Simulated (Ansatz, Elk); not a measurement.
# CuSnI6: X-ray structure factors from the self-consistent density

The structure of CuSnI6 used here is made up (a known structure type with other elements) and was relaxed beforehand with PBE. The aim is the Fourier transform of its all-electron density, F(hkl), set beside the sum over free spherical atoms that refinements use.

Main program and level: Elk 11.2.3 (patched build); DFT, PBE, all-electron APW+lo, Dirac cores, scalar-relativistic bands, static density, no spin.

This account leaves out most program logs.

The structure was built from a prototype and need not be the compound's stable phase.

### Step 1. The structure

It takes space group R-3 (No. 148, trigonal). Conventional cell: a = 7.377 Å, b = 7.377 Å, c = 19.234 Å, α = 90.00°, β = 90.00°, γ = 120.00°. Nearest to I lie 1 Cu at 2.79 Å and 1 Sn at 2.97 Å. Nearest to Sn lie 6 I at 2.97 Å. Nearest to Cu lie 6 I at 2.79 Å. Farther neighbours and most contacts between anions are not listed.

### Step 2. Ground state and structure factors

An all-electron density is needed, since X-rays see the cores too. Task 0 finds the density and task 195 Fourier-transforms it; tshift is off so that phases refer to the origin typed.

File elk.in:

```
tasks
  0
  195

xctype
  20

spinpol
  .false.

rgkmax
  7.0

gmaxvr
  14.0

lmaxo
  7

lmaxapw
  8

swidth
  0.002

tshift
  .false.

ramdisk
  .false.

hmaxvr
  5.5

maxscl
  120

epspot
  1e-06

sppath
  './'

avec
  6.97065463156 4.02450932796 12.11573096341
  -6.97065463156 4.02450932796 12.11573096341
  -0.00000000000 -8.04901865591 12.11573096341

atoms
  3
  'I.in'
  6
  0.2579374245 0.8884323019 0.5940207378   0.000000 0.000000 0.000000
  0.8884323019 0.5940207378 0.2579374245   0.000000 0.000000 0.000000
  0.5940207378 0.2579374245 0.8884323019   0.000000 0.000000 0.000000
  0.7420625755 0.1115676981 0.4059792622   0.000000 0.000000 0.000000
  0.1115676981 0.4059792622 0.7420625755   0.000000 0.000000 0.000000
  0.4059792622 0.7420625755 0.1115676981   0.000000 0.000000 0.000000
  'Sn.in'
  1
  -0.0000000000 -0.0000000000 0.0000000000   0.000000 0.000000 0.000000
  'Cu.in'
  1
  0.5000000000 0.5000000000 0.5000000000   0.000000 0.000000 0.000000

ngridk
  4 4 4
```

Started as:

```console
$ OMP_NUM_THREADS=4 elk
```

Run time: 3.3 min. Hardware: 4 threads of Arm Neoverse N1, shared host; peak memory 0.55 GiB; 7.5 min of CPU time.

SFACRHO.OUT:

```text

h k l indices transformed by vhmat matrix:
   1.000000000       0.000000000       0.000000000    
   0.000000000       1.000000000       0.000000000    
   0.000000000       0.000000000       1.000000000    

      h      k      l  multipl.   |H|            Re(F)            Im(F)           |F|

      0      0      0      1   0.0000000       397.00000      0.11189008E-15   397.00000    
     -1     -1     -1      2  0.51859730       1.5711922     -0.10294166E-13   1.5711922    
      0     -1      0      6  0.54836958       8.0579386     -0.21398718E-13   8.0579386    
      0      1      1      6  0.62478549       94.530179     -0.51987223E-13   94.530179    
     -1     -1     -2      6  0.86541769       51.721847      0.10180828E-12   51.721847    
      0     -1      1      6  0.90137665      -67.883686     -0.89483540E-14   67.883686    
      2      2      1      6   1.0089058       26.351049      0.58819954E-13   26.351049    
      2      2      2      2   1.0371946      -202.16965     -0.19587544E-13   202.16965    
     -1      0     -2      6   1.0399149      -204.64323     -0.64061453E-13   204.64323    
     -1     -2      0      6   1.0399149       256.65505     -0.52648126E-14   256.65505    
      1     -1     -1      6   1.0550777       34.707975     -0.48138270E-14   34.707975    
      0      0     -2      6   1.0967392       26.917024      0.28024452E-13   26.917024    
      2      0      2      6   1.2495710       101.66311     -0.88887993E-13   101.66311    
      2      3      2      6   1.3172216       28.920310      0.10940039E-12   28.920310    
     -1     -3     -1      6   1.3529120       5.7951364     -0.54790933E-13   5.7951364    
      3      1      2      6   1.3741370       159.71658     -0.10640642E-13   159.71658    
      1      3      2      6   1.3741370       211.14200     -0.16823847E-13   211.14200    
      2      0     -1      6   1.3876847      -18.179203      0.20018820E-13   18.179203
```

Elk indexes on the primitive cell of elk.in and gives |H| = 4π sin θ/λ in inverse bohr. Below, one row stands for each form hkl of the conventional cell (m members, Friedel mates merged), F is for one primitive cell and the density is static (no thermal factor). Free-atom factors are Waasmaier and Kirfel's, and R is Σm||F|−|F'||/Σm|F|.

| hkl | m | sin θ/λ (Å⁻¹) | abs F, DFT | neutral atoms | diff. | ions | diff. |
| --- | --- | --- | --- | --- | --- | --- | --- |
| 003 | 2 | 0.078 | 1.571 | 1.563 | +0.008 | 0.216 | +1.355 |
| 101 | 6 | 0.083 | 8.058 | 8.060 | -0.002 | 6.859 | +1.199 |
| 012 | 6 | 0.094 | 94.530 | 94.784 | -0.253 | 91.565 | +2.965 |
| 104 | 6 | 0.130 | 51.722 | 52.155 | -0.433 | 50.145 | +1.577 |
| 110 | 6 | 0.136 | 67.884 | 67.506 | +0.377 | 69.448 | -1.564 |
| 015 | 6 | 0.152 | 26.351 | 26.187 | +0.164 | 26.091 | +0.260 |
| 006 | 2 | 0.156 | 202.170 | 201.669 | +0.501 | 202.744 | -0.574 |
| 2 -1 3 | 6 | 0.156 | 204.643 | 204.551 | +0.092 | 204.480 | +0.163 |
| 113 | 6 | 0.156 | 256.655 | 256.212 | +0.443 | 256.043 | +0.612 |
| 021 | 6 | 0.159 | 34.708 | 34.590 | +0.118 | 34.557 | +0.151 |
| 202 | 6 | 0.165 | 26.917 | 27.238 | -0.321 | 26.286 | +0.631 |
| 024 | 6 | 0.188 | 101.663 | 101.651 | +0.012 | 101.066 | +0.597 |
| 107 | 6 | 0.198 | 28.920 | 28.680 | +0.240 | 28.931 | -0.011 |
| 205 | 6 | 0.203 | 5.795 | 5.495 | +0.300 | 5.811 | -0.015 |
| 116 | 6 | 0.207 | 159.717 | 160.016 | -0.299 | 159.599 | +0.118 |
| 2 -1 6 | 6 | 0.207 | 211.142 | 211.514 | -0.372 | 211.009 | +0.133 |
| 3 -1 1 | 6 | 0.209 | 18.179 | 18.337 | -0.157 | 17.959 | +0.220 |
| 211 | 6 | 0.209 | 68.595 | 68.268 | +0.326 | 68.499 | +0.096 |

The ions are Cu2+, Sn4+ and I−, by formal charge.

### Step 3. The highest occupied states alone

An energy window below the Fermi level keeps the highest occupied states, to see at which angles they scatter; shallow core shells can lie inside it and anion s states outside. No new self-consistency is needed.

elk.in: that of step 2 with these lines changed.

```diff
@@ -1,3 +1,2 @@
 tasks
-  0
   195
@@ -40,2 +39,5 @@
 
+wsfac
+  -0.357200 0.383790
+
 sppath
```

Started as:

```console
$ OMP_NUM_THREADS=4 elk
```

The job ended after 86 s (4 threads; peak memory 0.33 GiB; 93 s of CPU time).

States within 12 eV below the Fermi level hold 54.69 electrons; any levels below the window count with the cores, and a count that is not whole means the window cuts a band. Their amplitudes can exceed the total, where window and core parts have opposite phase:

```csv
hkl,sin θ/λ (Å⁻¹),"abs F, window","abs F, all"
003,0.078,9.257,1.571
101,0.083,8.601,8.058
012,0.094,13.256,94.530
104,0.130,8.382,51.722
110,0.136,1.164,67.884
015,0.152,6.789,26.351
006,0.156,3.970,202.170
2 -1 3,0.156,17.506,204.643
113,0.156,3.936,256.655
021,0.159,6.431,34.708
```

### Step 4. Another functional

The difference from free atoms is small, so it is set against the change that LDA (Perdew-Wang) makes.

elk.in: that of step 3 with these lines changed.

```diff
@@ -1,2 +1,3 @@
 tasks
+  0
   195
@@ -4,3 +5,3 @@
 xctype
-  20
+  3
 
@@ -39,5 +40,2 @@
 
-wsfac
-  -0.357200 0.383790
-
 sppath
```

Started as:

```console
$ OMP_NUM_THREADS=4 elk
```

The job ended after 2.1 min (4 threads; peak memory 0.39 GiB; 5.3 min of CPU time).

Against the first run R = 0.03 %; the largest change is -0.093 at 3 0 12.

### Step 5. Basis size

The basis and the expansions that go with it are enlarged, to see whether the differences are converged.

elk.in: that of step 4 with these lines changed.

```diff
@@ -5,3 +5,3 @@
 xctype
-  3
+  20
 
@@ -11,12 +11,12 @@
 rgkmax
-  7.0
+  8.5
 
 gmaxvr
-  14.0
+  18.0
 
 lmaxo
-  7
+  9
 
 lmaxapw
-  8
+  10
```

Started as:

```console
$ OMP_NUM_THREADS=4 elk
```

Run time: 8.8 min. Hardware: 4 threads; peak memory 1.1 GiB.

Against the first run R = 0.01 %; the largest change is -0.021 at 330.

### Step 6. Settings against the effect

```csv
run,R against the first run (%),"R against neutral atoms, low angle (%)",wall time
"PBE, rgkmax 7",0.00,0.33,3.3 min
LDA (Perdew-Wang),0.03,0.33,2.1 min
rgkmax 8.5 with larger expansions,0.01,0.32,8.8 min
```

### Step 7. Outcome

```yaml
r_against_neutral_atoms_sin_theta_lambda_0p3_a_minus1: 0.33 %
r_against_neutral_atoms_0p3_to_0p44_a_minus1: 0.12 %
r_against_ions_below_0p3_a_minus1: 0.52 %
```

In words: Independent neutral atoms miss the calculated amplitudes by R = 0.33 % below 0.3 Å⁻¹ and 0.12 % from there to 0.44 Å⁻¹; by shells, 0.48 % below 0.15 Å⁻¹ (5 forms), 0.32 % 0.15 to 0.3 (43 forms), 0.12 % 0.3 to 0.45 (101 forms). Bonding, aspherical density and the tables' own atoms all enter these figures, and the runs don't part them. The largest change of an amplitude is -0.50 electrons, at 3 -1 4. Weak lines can change much in proportion: 033 goes from 1.30 to 1.53. Formal ions give R = 0.52 % at low angle, further off than neutral atoms. Below 0.3 Å⁻¹ the changes that finished (LDA (Perdew-Wang) and rgkmax 8.5 with larger expansions) move F by R = 0.02 % at most, against the 0.33 % that separates it from free atoms. The k-mesh has no finished test. These runs have no spin, though d or f shells may be open. The electron count is odd, so without spin the run is a metal by force. Part of the difference isn't bonding: the tables are fits to free atoms and ions calculated by other methods than this functional. Thermal motion, anomalous dispersion and extinction are left out.

[Logs are printed without paths, hosts, clocks, repeated set-up lines and the standing remarks that a program may print on its own settings, such as how far it seeks lower states.]

[Hosts, paths, dates, database ids (printed as entryN), source tags and the programs' standing remarks are cut or masked in the printed files.]
